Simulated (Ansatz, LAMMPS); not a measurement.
# Si in place of Ge at several sites of glassy 73GeO2-27Al2O3 (mol %) (117 atoms), part 2 of 3

Aim: make Si in place of Ge at several sites of glassy 73GeO2-27Al2O3 (mol %) (117 atoms), relax each, and compare their energies.

Ansatz 0.2.0; Kohn-Sham DFT, revPBE, PAW (set soft_1), plane waves; PAW set soft_1.

The cell: 24 Ge, 18 Al and 75 O. The quench rate of 10 K/ps is many orders above laboratory rates. The starting topology of bonds comes from the classical model. Only the Γ point is sampled, in a cell whose shortest periodic width is 12 Å.

So far. Step 2 (Single point at the start): The r.m.s. force at the start is 1.2 eV/Å. Step 3 (Relaxation): The relaxation converged after 15 steps, 13.6 eV below its start, with a largest force component of 0.025 eV/Å.

**4. Single point at the relaxed geometry**

One more single point at the end of the walk gives the fuller output and checks the residual forces.

The input, input.yaml:

```yaml
crystal:
  lattice:
    - [11.77598, 0.0, 0.0]
    - [0.0, 11.77598, 0.0]
    - [0.0, 0.0, 11.77598]
  atoms:
    - { symbol: Ge, position: [0.79664, 0.58072, 0.30543] }
    - { symbol: Ge, position: [0.29433, 0.95302, 0.99359] }
    - { symbol: Ge, position: [0.91894, 0.16248, 0.42476] }
    - { symbol: Ge, position: [0.40629, 0.50629, 0.36076] }
    - { symbol: Ge, position: [0.50982, 0.80899, 0.85396] }
    - { symbol: Ge, position: [0.34421, 0.02669, 0.66167] }
    [... 105 atom lines left out ...]
    - { symbol: O, position: [0.75793, 0.3039, 0.02374] }
    - { symbol: O, position: [0.86597, 0.52623, 0.43447] }
    - { symbol: O, position: [0.88032, 0.95196, 0.64925] }
    - { symbol: O, position: [0.62175, 0.50706, 0.0604] }
    - { symbol: O, position: [0.92918, 0.29753, 0.4834] }
    - { symbol: O, position: [0.33112, 0.93081, 0.13791] }
kpoints:
  mp_grid: { grid: [1, 1, 1] }
hamiltonian:
  xc: revpbe
  pseudopotentials: { kind: paw, azcp: { folder: soft_1 } }
scf:
  occupations: { method: fixed }
output:
  forces: true
  stress: true
  populations: true
  dos:
    method: { smearing: { sigma: 0.08 } }
    de: 0.1
    projected: { site_lists: { Al: [Al], Ge: [Ge], O: [O] } }
  eigenvalues: true
  write_density: true
  write_potential: true
  volumetric_format: npy
  elf: true
```

The run is started by

```bash
ansatz run input.yaml --threads 8 --pin off --max-ram 15872MiB --backend cpu --events-out ev --progress --plain --runs-dir out
```

Log:

```text
[...]
Crystal: 117 atoms, lattice volume = 1633.019 Å³
Basis set: ecut = 420 eV, 31919 PW (Γ), exchange–correlation on 160×160×160 points (8 copies of the dense FFT grid, shifted against one another)
Bands: 537, of which v1, the nominal top of the filled ones, is band 420 counted from 1 (419 counted from 0)
Symmetry: 1 space group operations
[...]
k-points: 1
[...]
SCF iter   1: F=—  HF=-155633.835771 eV  |F-HF|=—  |Δ(HF+E_count)|=         —  Δρ=1.07e-1  dr2=1.50e2  ethr=3.10e-3  ⟨swp⟩=5.0  Hψ=1813  notcnv=0  defer=114
[...]
SCF iter  13: F=-155592.168804 eV  HF=-155592.168804 eV  |F-HF|=4.42e-9  |Δ(HF+E_count)|=   3.52e-7  Δρ=2.09e-6  dr2=6.11e-8  ethr=1.19e-11  ⟨swp⟩=20.0  Hψ=4638  notcnv=0
SCF 1 converged in 13 iterations: F = -155592.168804 eV  dr2 = 6.11e-8
[...]
SCF converged after 13 iterations
Free energy (F): -155592.168804 eV
[...]
Internal energy: -155592.168804 eV  (E = F + TS)
E sigma→0 (E₀):  -155592.168804 eV
Fermi energy:    3.754207 eV
[...]
--- Forces (eV/Å), atoms counted from 1 ---
  atom   1  Ge    -0.00240205     0.00458523    -0.00792746
  atom   2  Ge     0.01236846    -0.00162072     0.02169001
  atom   3  Ge    -0.00796204     0.01167463     0.00645362
  atom   4  Ge    -0.00064016     0.00093107     0.01369330
  atom   5  Ge     0.01335738    -0.00299516     0.01240113
  atom   6  Ge     0.00339202     0.01144954    -0.00143922
  atom   7  Ge    -0.02008720     0.00564516    -0.00736453
  atom   8  Ge    -0.00613466    -0.00075678     0.01681145
  atom   9  Ge     0.00139428     0.02201571    -0.00243851
  atom  10  Ge     0.00310453    -0.00539614    -0.00194456
  atom  11  Ge     0.00170279    -0.00780559    -0.00518275
  atom  12  Ge     0.00130654     0.00828328     0.00620365
  atom  13  Ge    -0.00801539     0.00438687    -0.00361096
  atom  14  Ge    -0.00069950    -0.01289172     0.00873595
[...]
atom 116  O      0.00238722     0.00523504    -0.00343227
  atom 117  O     -0.00022538    -0.00925119    -0.00467413
  max |Σ_I F_I| component: 6.00e-5 eV/Å
--- Stress (GPa, compression-positive) ---
        1.873311      -0.945208       0.619647
       -0.945218       1.933584       0.396739
        0.619644       0.396743       1.208533
  P = ⅓ Tr σ = 1.6718 GPa (16.718 kbar)
--- Band table (eV) ---
[...]
--- Löwdin populations: 117 sites ---
  site symbol       q [e]
     0     Ge     12.4674
     1     Ge     12.4455
     2     Ge     12.4895
[...]
116      O      6.6745
  spilling = 0.006719 (of n_electrons = 840.000000)
```

The job ended after 19 s (8 threads of AMD EPYC 7B13 (Zen 3), shared host; peak memory 2.6 GiB).

The run gave:

```
free energy                                      : -155592.1688 eV
free energy per atom                             : -1329.8476 eV/atom
SCF cycles                                       : 13
pressure                                         : 1.672 GPa
r.m.s. force component                           : 0.007 eV/Å
longest force                                    : 0.0268 eV/Å
Fermi energy                                     : 3.754 eV
gap (highest filled to lowest empty level) : 2.395 eV
spilling of the projection                       : 0.006719
```

Löwdin charges by element and coordination (they lack the spilled electrons, 0.048 e an atom on average):

```
element  coordination  atoms  mean charge (e)  spread   least    most
     Al           all     18             1.37   0.024    1.34    1.42
     Al             4     13             1.39  0.0151    1.36    1.42
     Al             5      5             1.34  0.0046    1.34    1.35
     Ge           all     24             1.52  0.0177    1.49    1.55
      O           all     75           -0.742  0.0623  -0.883  -0.654
      O             2     53           -0.720  0.0514  -0.883  -0.654
      O             3     21           -0.796  0.0544  -0.868  -0.711
      O             4      1            -0.77       0   -0.77   -0.77
```

Density of states as counts of states in windows of 1 eV (from the Fermi level), total and the larger projections:

```csv
from (eV),to (eV),total,O p,Ge p,Ge s
-14,-10,0.0,0.0,0.0,0.0
-10,-9,4.5,2.4,0.1,1.7
-9,-8,15.7,8.4,0.5,5.3
-8,-7,14.9,8.6,0.8,3.7
-7,-6,21.6,14.5,1.5,2.3
-6,-5,34.2,25.2,4.0,0.7
-5,-4,58.1,44.5,7.5,0.4
-4,-3,52.2,43.0,3.6,0.3
-3,-2,67.5,59.3,3.0,0.2
-2,-1,104.9,98.5,1.8,0.2
-1,0,73.3,70.5,0.6,0.1
0,1,3.1,3.0,0.0,0.0
1,2,0.0,0.0,0.0,0.0
2,3,2.0,0.3,0.0,0.8
3,4,7.4,2.2,0.6,2.8
4,5,15.2,4.2,1.5,5.3
```

The curve was stored every 0.10 eV, coarse against its broadening of 0.08 eV, so these counts are rough.

With fixed occupations the program's Fermi level is the highest filled level; weight inside the gap is the broadening of levels at its edges.

Between -25 and -14 eV lie 390 more states.

The levels nearest the highest filled one (over half full), pooled over k-points and spins:

```csv
level less the highest filled one (eV),occupation
-0.316,2
-0.193,2
-0.163,2
-0.101,2
-0.0408,2
0,2
2.40,0
3.42,0
3.57,0
3.72,0
3.93,0
4.05,0
```

ELF in the bc plane at fractional x = 0.004, with atoms of Ge and Al and O within 0.2 Å of it. It is the smooth field of the valence electrons, not physical close to the nuclei.

Ten even steps from '0' (0.00) to '9' (0.83), each cell a mean:
```
111000111001221123102798996100111
310000121002454321004995796100123
100000111137989630003799973000012
123321000179858951001367522465311
378885100158989951001000048999830
699997202323577630001000069989930
589995137863100000000111137998620
146762158997200011001467412342100
001211147775201111112699841011000
001221011111001112213899952254210
147873001221000122101587631487520
389995114787300000000122111233210
489996215898510001135641001333211
256764213576300001489985015899862
012222211122100001489995017999984
000123331000000000368862015898863
000246653100000000012100002454320
000146654210000000000000001221000
001113322222221000000111012454200
156543211367874000000000026899730
489986323788995100000000159858961
499997324886884111100000159979961
059985102689852233210012125777510
014531000145422123210367742122100
```
Columns run along b (11.8 Å), rows up along c (11.8 Å). Atoms in or near the plane, at fractional coordinates: Ge at (0.44, 0.99), Al at (0.70, 0.78), Al at (0.23, 0.82), Al at (0.98, 0.03), O at (0.71, 0.93), O at (0.40, 0.84), O at (0.34, 0.11), O at (0.86, 0.13).

Electrostatic potential energy in the bc plane at fractional x = 0.004, with atoms of Ge and Al and O within 0.2 Å of it. With pseudopotentials it is smooth inside the atoms' cores, unlike the true potential.

Ten even steps from '0' (-26 eV) to '9' (10 eV), each cell a mean:
```
457899999997423325899830168888644
788999888888643357899700049999887
889987655687313789999842379999988
688885577465000699998755578999866
467775698466202799987458656425644
442157554577645678886479745001545
674378877776466457887545467546765
899888898786477457888877788999888
999888899987544578888865788888999
999888899999877777556754787667899
999888899999998874565578886446889
985258899999999864697478887667788
884137789999999875454589998877777
888766678999999998775589999733677
888876789999999999985589999500378
899988899999999999999999999744788
999998889999999999999999988788899
999998656789999999999999987678899
999985222479999999999999987778899
999974222367899999999999998535899
886466323410179999999999996000588
564258777600057789999999887101554
746799999963332357999998877766458
746899999997423325899998777787459
```
Columns run along b (11.8 Å; values clipped at the 3rd and 97th percentile), rows up along c (11.8 Å). Atoms in or near the plane, at fractional coordinates: Ge at (0.44, 0.99), Al at (0.70, 0.78), Al at (0.23, 0.82), Al at (0.98, 0.03), O at (0.71, 0.93), O at (0.40, 0.84), O at (0.34, 0.11), O at (0.86, 0.13).

Filled and empty levels are parted by 2.40 eV (at Γ alone); a semilocal functional tends to put such gaps too low. In a disordered cell it changes from sample to sample, and tail or defect levels can set it. Mean Löwdin charges: Al +1.37, Ge +1.52, O -0.74 e (they miss 0.67 % of the electrons, so they add up to more than the cell's charge). The largest share in the top eV of filled states is O p (97 % of the projected weight), and in the lowest eV of empty states Ge s (39 % of the projected weight).

[end of part 2 of 3]

[Long decimals in the printed logs are rounded to 6 places.]

[Logs are printed without paths, hosts, clocks, repeated set-up lines and the standing remarks that a program may print on its own settings, such as how far it seeks lower states.]

[Hosts, paths, dates, database ids (printed as entryN), source tags and the programs' standing remarks are cut or masked in the printed files.]
